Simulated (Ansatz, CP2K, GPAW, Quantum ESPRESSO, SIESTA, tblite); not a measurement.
# Twisted graphene monolayer on bilayer, 77.90° (186 atoms) in SIESTA

How do the settings of SIESTA change the result for twisted graphene monolayer on bilayer, 77.90° (186 atoms)? A plane-wave run serves as the yardstick.

Calculated with SIESTA 5.4.2; the method is named at each step.

## Step 1: Set-up

The cell holds 186 atoms: 186 C. Cell: a = 13.697 Å, b = 13.697 Å, c = 20.690 Å, α = 90.0°, β = 90.0°, γ = 120.0°. It derives from C (graphene). Graphene (a = 2.46 Å) under graphene (a = 2.46 Å), monolayer on bilayer, commensurate cell of 31 unit cells a layer, twist 77.90 deg; facing planes 3.32, 3.37 Å apart as built; 14 Å of vacuum; minimised with a classical potential. Then every atom was moved at random, 0.03 Å r.m.s. a Cartesian component. Regions: layer 1, 62 atoms (62 C); layer 2, 62 atoms (62 C); layer 3, 62 atoms (62 C). Vacuum lies along c.

The yardstick, on the same geometry:

```
method                 : Kohn-Sham DFT, PBE, SSSP efficiency 1.3.0 pseudopotentials, plane waves (Quantum ESPRESSO 7.5); sssp-pbe-1.3.0-efficiency, cutoffs 45/360 Ry, Γ point
r.m.s. force component : 1.866 eV/Å
longest force          : 11.4 eV/Å
time                   : 18 min on 4 MPI ranks of Arm Neoverse V1, shared host
CPU time               : 72 min
```

## Step 2: PBE, DZP, shift 0.01 Ry, mesh 300 Ry

Method: Kohn-Sham DFT, PBE, PseudoDojo 0.4.1 norm-conserving pseudopotentials (converted to PSML), numerical atomic orbitals (DZP), diagonalisation.

The .psml files are PseudoDojo norm-conserving potentials that we converted to this format, checked against plane waves on the same files for H, C, O, Si, Ge and Ca alone.

The input, input.fdf:

```
SystemLabel cell
NumberOfAtoms 186
NumberOfSpecies 1
%block ChemicalSpeciesLabel
  1 6 C
%endblock ChemicalSpeciesLabel
LatticeConstant 1.0 Ang
%block LatticeVectors
  13.69670 0.00000 0.00000
  -6.84835 11.86169 0.00000
  0.00000 0.00000 20.69000
%endblock LatticeVectors
PAO.BasisSize DZP
PAO.EnergyShift 0.01 Ry
XC.Functional GGA
XC.Authors PBE
MeshCutoff 300 Ry
%block kgrid_Monkhorst_Pack
  1 0 0 0.0
  0 1 0 0.0
  0 0 1 0.0
%endblock kgrid_Monkhorst_Pack
SolutionMethod diagon
OccupationFunction FD
ElectronicTemperature 580 K
SCF.Mixer.Method Pulay
SCF.Mixer.Weight 0.05
SCF.Mixer.History 8
SCF.Mix Hamiltonian
MaxSCFIterations 300
SCF.DM.Tolerance 1e-04
SCF.H.Tolerance 1.0e-3 eV
WriteForces T
Write.HirshfeldPop T
Write.VoronoiPop T
Write.DM F
Write.H F
XML.Write F
AtomicCoordinatesFormat Fractional
%block AtomicCoordinatesAndAtomicSpecies
  0.07488 0.11548 0.33685 1
  0.11515 0.04254 0.33622 1
  0.10925 0.31455 0.33624 1
  0.14746 0.23555 0.33634 1
  0.14220 0.50389 0.33532 1
  0.17673 0.42610 0.33521 1
  0.17336 0.69873 0.33914 1
  0.21266 0.62453 0.33723 1
  0.20412 0.89053 0.33869 1
  0.25264 0.82109 0.33676 1
  0.23285 0.08845 0.33571 1
  0.27480 0.00787 0.33569 1
  0.27001 0.28047 0.33466 1
  0.30830 0.20330 0.33410 1
  0.29500 0.47081 0.33612 1
  0.34444 0.40043 0.33607 1
  0.33509 0.66655 0.33721 1
  0.37902 0.59239 0.33621 1
  0.36550 0.85650 0.33892 1
  0.41164 0.78517 0.33376 1
  0.39932 0.05528 0.33426 1
  0.43850 0.97724 0.33719 1
  0.43205 0.24877 0.33505 1
  0.47425 0.16798 0.33510 1
  0.45588 0.43635 0.33322 1
  0.50938 0.36710 0.33636 1
  0.49886 0.63539 0.33457 1
  0.54054 0.55914 0.33728 1
  0.52566 0.82748 0.33787 1
  0.56755 0.75343 0.33910 1
  0.55916 0.02009 0.33748 1
  0.60395 0.94498 0.33679 1
  0.58951 0.21129 0.33604 1
  0.63552 0.13973 0.33601 1
  0.62554 0.41438 0.33559 1
  0.66662 0.33066 0.33729 1
  0.65626 0.59818 0.33648 1
  0.70105 0.52505 0.33645 1
  0.68793 0.79737 0.33770 1
  0.73345 0.71967 0.33661 1
  0.71983 0.98853 0.33437 1
  0.76047 0.91331 0.33799 1
  0.75728 0.18335 0.33511 1
  0.79324 0.10422 0.33421 1
  0.78514 0.37841 0.33623 1
  0.82519 0.30288 0.33634 1
  0.81617 0.56970 0.33824 1
  0.86066 0.49668 0.33710 1
  0.84834 0.76204 0.33693 1
  0.89193 0.68598 0.33468 1
  0.88350 0.95717 0.33786 1
  0.92783 0.88415 0.33471 1
  0.91440 0.15082 0.33710 1
  0.95280 0.07341 0.33642 1
  0.94374 0.34147 0.33605 1
  0.98789 0.27016 0.33575 1
[... 126 atom lines left out ...]
  0.04564 0.39398 0.66299 1
  0.01363 0.27939 0.66328 1
  0.08490 0.23963 0.66319 1
  0.04112 0.11984 0.66441 1
%endblock AtomicCoordinatesAndAtomicSpecies
```

The run is started by

```bash
$ OMP_NUM_THREADS=1 mpirun -np 4 siesta < input.fdf > output.txt
```

Log:

```text
Version         : 5.4.2
reinit: System Name:
reinit: System Label: cell
initatom: Reading input for the pseudopotentials and atomic orbitals ----------
Species number:   1 Atomic number:    6 Label: C
Ground state valence configuration (from tables):   2s02  2p02  3d00  4f00
---- Processing specs for species: C
GGA--PBE XC_GGA_X_PBE--XC_GGA_C_PBE pb
C pseudopotential only contains V_ls up to l=1 -- lmxkb reset.
Using PAO.SplitTailNorm
%block ChemicalSpeciesLabel
    1    6 C                       # Species index, atomic number, species label
%endblock ChemicalSpeciesLabel
%block PAO.Basis                 # Define Basis set
C                     2                    # Species label, number of l-shells
 n=2   0   2                         # n, l, Nzeta
   4.484      3.048
   1.000      1.000
 n=2   1   2 P   1                   # n, l, Nzeta, Polarization, NzetaPol
   5.436      3.692
   1.000      1.000
%endblock PAO.Basis
coor:   Atomic-coordinates input format  =     Fractional
siesta: System type = slab
initatomlists: Number of atoms, orbitals, and projectors:    186  2418  1488
siesta: ******************** Simulation parameters ****************************
Total number of electrons:   744.000000
Total ionic charge:   744.000000
 Kpoints in:            1 . Kpoints trimmed:            1
siesta: k-grid: Number of k-points = 1
siesta: k-points from Monkhorst-Pack grid
siesta: k-cutoff (effective) =     6.848 Ang
siesta: k-point supercell and displacements
siesta: k-grid:     1     0     0      0.000
siesta: k-grid:     0     1     0      0.000
siesta: k-grid:     0     0     1      0.000
                     ====================================
                        Single-point calculation
                     ====================================
outcell: Unit cell vectors (Ang):
       13.696700    0.000000    0.000000
       -6.848350   11.861690    0.000000
        0.000000    0.000000   20.690000
outcell: Cell vector modules (Ang)   :   13.696700   13.696700   20.690000
outcell: Cell angles (23,13,12) (deg):     90.0000     90.0000    120.0000
outcell: Cell volume (Ang**3)        :   3361.4217
new_DM -- step:     1
Initializing Density Matrix...
Attempting to read DM from file... Failed...
DM filled with atomic data:
InitMesh: MESH = 128 x 128 x 216 = 3538944
InitMesh: Mesh cutoff (required, used) =   300.000   301.223 Ry
stepf: Fermi-Dirac step function
        iscf     Eharris(eV)        E_KS(eV)     FreeEng(eV)     dDmax    Ef(eV) dHmax(eV)
   scf:    1   -30275.689661   -30411.427954   -30411.427954  1.872259 -5.680388  4.017700
   scf:    2   -30414.855470   -30413.154848   -30413.154848  0.006765 -5.554204  3.636305
   scf:    3   -30429.790065   -30423.307329   -30423.307329  0.089852 -4.460117  1.137649
   scf:    4   -30424.101983   -30423.822646   -30423.822646  0.006146 -4.483055  0.442343
   scf:    5   -30424.017575   -30423.930937   -30423.930937  0.007712 -4.361399  0.271929
   scf:    6   -30423.976934   -30423.963853   -30423.963853  0.003170 -4.403583  0.058578
   scf:    7   -30423.982483   -30423.974624   -30423.974624  0.002212 -4.388376  0.043193
   scf:    8   -30423.971414   -30423.973161   -30423.973161  0.001004 -4.407006  0.021231
   scf:    9   -30423.976165   -30423.975268   -30423.975268  0.001908 -4.396430  0.038027
   scf:   10   -30423.976036   -30423.975740   -30423.975740  0.000882 -4.416310  0.005473
   scf:   11   -30423.975787   -30423.975768   -30423.975768  0.000112 -4.417856  0.003389
   scf:   12   -30423.975778   -30423.975774   -30423.975774  0.000034 -4.418724  0.001397
   scf:   13   -30423.975778   -30423.975776   -30423.975776  0.000010 -4.418801  0.001375
   scf:   14   -30423.975782   -30423.975780   -30423.975780  0.000027 -4.418961  0.000607
SCF Convergence by DM+H criterion
max |DM_out - DM_in|         :     0.0000269505
max |H_out - H_in|      (eV) :     0.0006066401
SCF cycle converged after 14 iterations
Using DM_out to compute the final energy and forces
siesta: E_KS(eV) =           -30423.9758
siesta: E_KS - E_eggbox =    -30423.9758
siesta: Atomic forces (eV/Ang):
     1   -4.084108    1.946005   -0.152943
     2    2.163848   -0.161825    0.041592
     3   -2.500329   -5.219168   -0.090126
     4    2.334583    0.485514   -0.111591
     5   -4.893462    1.829909    0.392548
     6    3.540750    3.520057    0.048274
     7   -1.933830    2.500237   -0.688933
     8    4.351246   -1.806296   -0.017299
     9   -1.153014    0.637252   -0.644672
    10   -1.909494   -3.714377    0.707053
    11    2.274819   -2.982705   -0.159441
    12    0.976863    3.011017    0.049232
[...]
182   -0.981533    0.641352    0.329749
   183    5.817504    2.759575    0.019292
   184   -4.420084    0.502387   -0.021423
   185    6.017533   -1.138857   -0.104030
   186    0.577050   -0.242971   -0.468078
----------------------------------------
   Tot   -0.002239   -0.007582    0.005001
----------------------------------------
   Max   10.708850
   Res    2.068192    sqrt( Sum f_i^2 / 3N )
----------------------------------------
   Max   10.708850    constrained
Stress tensor Voigt[x,y,z,yz,xz,xy] (kbar):      -95.39      -92.96       -4.63        0.08        0.13        2.03
(Free)E + p*V (eV/cell)   -30289.0156
Target enthalpy (eV/cell)   -30423.9758
siesta: Program's energy decomposition (eV):
siesta: Ebs     =    -10022.389241
siesta: Eions   =     52482.079560
siesta: Ena     =     13800.962832
siesta: Ekin    =     20904.144597
siesta: Enl     =     -1065.621690
siesta: DEna    =      -768.998016
siesta: DUscf   =        54.642092
siesta: Ex      =     -9916.325257
siesta: Ec      =      -950.700778
siesta: Exc     =    -10867.026035
siesta: Eharris =    -30423.975782
siesta: Etot    =    -30423.975780
siesta: FreeEng =    -30423.975780
siesta: Final energy (eV):
siesta:  Band Struct. =  -10022.389241
siesta:       Kinetic =   20904.144597
siesta:       Hartree =  157388.770971
siesta:         Exch. =   -9916.325257
siesta:         Corr. =    -950.700778
siesta:   Exch.-corr. =  -10867.026035
siesta:  Ion-electron = -333808.225032
siesta:       Ion-ion =  135958.359719
siesta:         Total =  -30423.975780
siesta:         Fermi =      -4.418961
siesta: Stress tensor (static) (eV/Ang**3):
siesta:    -0.059540    0.001265    0.000082
siesta:     0.001265   -0.058021    0.000048
siesta:     0.000082    0.000048   -0.002888
siesta: Cell volume =       3361.421735 Ang**3
siesta: Pressure (static):
siesta:                Solid            Molecule  Units
siesta:           0.00043729          0.00053965  Ry/Bohr**3
siesta:           0.04014974          0.04954841  eV/Ang**3
siesta:          64.32698070         79.38530091  kBar
    Orbital volume contribution        =          70.624623 eV
    (Free)E + p_basis*V_orbitals       =      -30353.351156 eV
    (Free)Eharris+ p_basis*V_orbitals  =      -30353.351159 eV
siesta: Electric dipole (a.u.)  =   -0.000000    0.000000    0.012367
siesta: Electric dipole (Debye) =   -0.000000    0.000000    0.031434
Hirshfeld Atomic Populations:
Atom #   charge [q] valence [e]  Species
     1     0.000243    3.999757  C
     2    -0.002418    4.002418  C
     3     0.000522    3.999478  C
     4     0.003542    3.996458  C
     5     0.003540    3.996460  C
     6    -0.006195    4.006195  C
     7    -0.003153    4.003153  C
     8     0.000847    3.999153  C
     9    -0.001837    4.001837  C
    10     0.002118    3.997882  C
    11     0.000195    3.999805  C
    12     0.004801    3.995199  C
[...]
--------------------
 Total    -0.000075
Voronoi Atomic Populations:
Atom #   charge [q] valence [e]  Species
[...]
182    -0.006085    4.006085  C
   183     0.001996    3.998004  C
   184    -0.007208    4.007208  C
   185    -0.003260    4.003260  C
   186     0.004735    3.995265  C
--------------------
 Total    -0.000075
```

Run time: 2.1 min. Hardware: 4 MPI ranks of Arm Neoverse V1, shared host; peak memory 2.5 GiB.

Banners, paths, timers and routine set-up lines are dropped from the logs unmarked, and long logs keep their key lines alone; longer cuts are marked.

Compared with the plane-wave run:

```
r.m.s. force component                  : 2.068 eV/Å
r.m.s. difference of force components   : 228.9 meV/Å
longest difference of force vectors     : 1439 meV/Å
force difference over r.m.s. force      : 12.27 %
slope of forces against the reference's : 1.107
correlation of force components         : 0.9985
```

The surroundings of C129, which bears the longest force, nearest first, numbered as they follow in the input and with coordinates relative to it.

```
atom      x      y      z  distance (Å)  bonds  Hirshfeld charge (e)      Fx     Fy  Fz (eV/Å)
C129   0.00   0.00   0.00          0.00      3                 -0.01  -10.31  -7.65      -0.12
C168   0.94   0.83  -0.02          1.26      3                 -0.01   10.71   5.35       0.03
C130   0.14  -1.45  -0.03          1.46      3                  0.01    1.09   1.23       0.61
C158  -1.41   0.46   0.01          1.49      3                  0.00    0.85  -0.08       0.10
C167   0.78   2.24  -0.02          2.37      3                  0.01   -0.54   0.98       0.12
C135   2.37   0.31  -0.01          2.39      3                  0.01   -1.61   1.47      -0.12
C133   1.49  -1.96   0.03          2.46      3                  0.00   -1.98   0.54      -0.35
C157  -1.61   1.86   0.02          2.46      3                  0.00   -3.99  -0.59      -0.42
C127  -1.00  -2.31   0.00          2.52      3                  0.00    3.92  -2.08      -0.15
C125  -2.55  -0.41   0.00          2.58      3                  0.00    1.82  -1.61       0.18
```

Forces lie 12 % from the reference's, at 0.12 times its CPU time.

## Step 3: PBE, SZ, shift 0.01 Ry, mesh 300 Ry

Method: Kohn-Sham DFT, PBE, PseudoDojo 0.4.1 norm-conserving pseudopotentials (converted to PSML), numerical atomic orbitals (SZ), diagonalisation.

Changes to input.fdf since step 2:

```diff
@@ -12,3 +12,3 @@
 %endblock LatticeVectors
-PAO.BasisSize DZP
+PAO.BasisSize SZ
 PAO.EnergyShift 0.01 Ry
```

The run is started by

```bash
$ OMP_NUM_THREADS=1 siesta < input.fdf > output.txt
```

Log:

```text
Version         : 5.4.2
reinit: System Name:
reinit: System Label: cell
initatom: Reading input for the pseudopotentials and atomic orbitals ----------
Species number:   1 Atomic number:    6 Label: C
Ground state valence configuration (from tables):   2s02  2p02  3d00  4f00
---- Processing specs for species: C
GGA--PBE XC_GGA_X_PBE--XC_GGA_C_PBE pb
C pseudopotential only contains V_ls up to l=1 -- lmxkb reset.
Using PAO.SplitTailNorm
%block ChemicalSpeciesLabel
    1    6 C                       # Species index, atomic number, species label
%endblock ChemicalSpeciesLabel
%block PAO.Basis                 # Define Basis set
C                     2                    # Species label, number of l-shells
 n=2   0   1                         # n, l, Nzeta
   4.484
   1.000
[... lines left out ...]
Total number of electrons:   744.000000
[... lines left out ...]
stepf: Fermi-Dirac step function
        iscf     Eharris(eV)        E_KS(eV)     FreeEng(eV)     dDmax    Ef(eV) dHmax(eV)
[... lines left out ...]
SCF Convergence by DM+H criterion
[... lines left out ...]
SCF cycle converged after 11 iterations
[... lines left out ...]
   Max   13.057185
[... lines left out ...]
   Max   13.057185    constrained
Stress tensor Voigt[x,y,z,yz,xz,xy] (kbar):     -261.66     -258.38       10.01        0.10        0.20        4.27
[... lines left out ...]
siesta: Ena     =     13800.962832
siesta: Ekin    =     19326.867101
siesta: Enl     =      -801.288117
siesta: DEna    =       490.357884
siesta: DUscf   =        18.748774
siesta: Ex      =     -9547.546568
siesta: Ec      =      -958.744775
siesta: Exc     =    -10506.291343
siesta: Eharris =    -30152.722428
siesta: Etot    =    -30152.722427
siesta: FreeEng =    -30152.722427
siesta: Final energy (eV):
siesta:  Band Struct. =  -11957.870484
siesta:       Kinetic =   19326.867101
siesta:       Hartree =  155095.167605
siesta:         Exch. =   -9547.546568
siesta:         Corr. =    -958.744775
siesta:   Exch.-corr. =  -10506.291343
siesta:  Ion-electron = -330026.825509
siesta:       Ion-ion =  135958.359718
siesta:         Total =  -30152.722427
siesta:         Fermi =      -6.606885
siesta: Stress tensor (static) (eV/Ang**3):
siesta:    -0.163314    0.002664    0.000124
siesta:     0.002664   -0.161268    0.000065
siesta:     0.000124    0.000065    0.006246
siesta: Cell volume =       3361.421735 Ang**3
siesta: Pressure (static):
siesta:                Solid            Molecule  Units
siesta:           0.00115570          0.00132392  Ry/Bohr**3
siesta:           0.10611170          0.12155654  eV/Ang**3
siesta:         170.00969004        194.75505009  kBar
    Orbital volume contribution        =          36.143788 eV
    (Free)E + p_basis*V_orbitals       =      -30116.578639 eV
    (Free)Eharris+ p_basis*V_orbitals  =      -30116.578640 eV
siesta: Electric dipole (a.u.)  =   -0.000000    0.000000    0.003578
siesta: Electric dipole (Debye) =   -0.000000    0.000000    0.009093
Hirshfeld Atomic Populations:
Atom #   charge [q] valence [e]  Species
     1    -0.000461    4.000461  C
     2    -0.003800    4.003800  C
     3    -0.000412    4.000412  C
[...]
--------------------
 Total    -0.000034
Voronoi Atomic Populations:
Atom #   charge [q] valence [e]  Species
[...]
185    -0.002669    4.002669  C
   186     0.004018    3.995982  C
--------------------
 Total    -0.000033
```

It took 85 s on 1 thread; peak memory 0.9 GiB.

Against the reference:

```
r.m.s. force component                  : 2.508 eV/Å
r.m.s. difference of force components   : 720.9 meV/Å
longest difference of force vectors     : 4012 meV/Å
force difference over r.m.s. force      : 38.64 %
slope of forces against the reference's : 1.329
correlation of force components         : 0.9885
```

This is a coarse setting, run to see what it loses.

Against the first run (12 %), the force difference from the reference is 39 %, at 0.17 times the CPU time (on 1 against 4 cores), with 744 basis functions against 2418: the smaller basis costs accuracy.

(Part 1 of 2 ends here.)

[Also dropped from logs without a mark: logging warnings of Python, and SIESTA's first energy breakdown and zero terms.]

[Logs are printed without paths, hosts, clocks, repeated set-up lines and the standing remarks that a program may print on its own settings, such as how far it seeks lower states.]

[Hosts, paths, dates, database ids (printed as entryN), source tags and the programs' standing remarks are cut or masked in the printed files.]
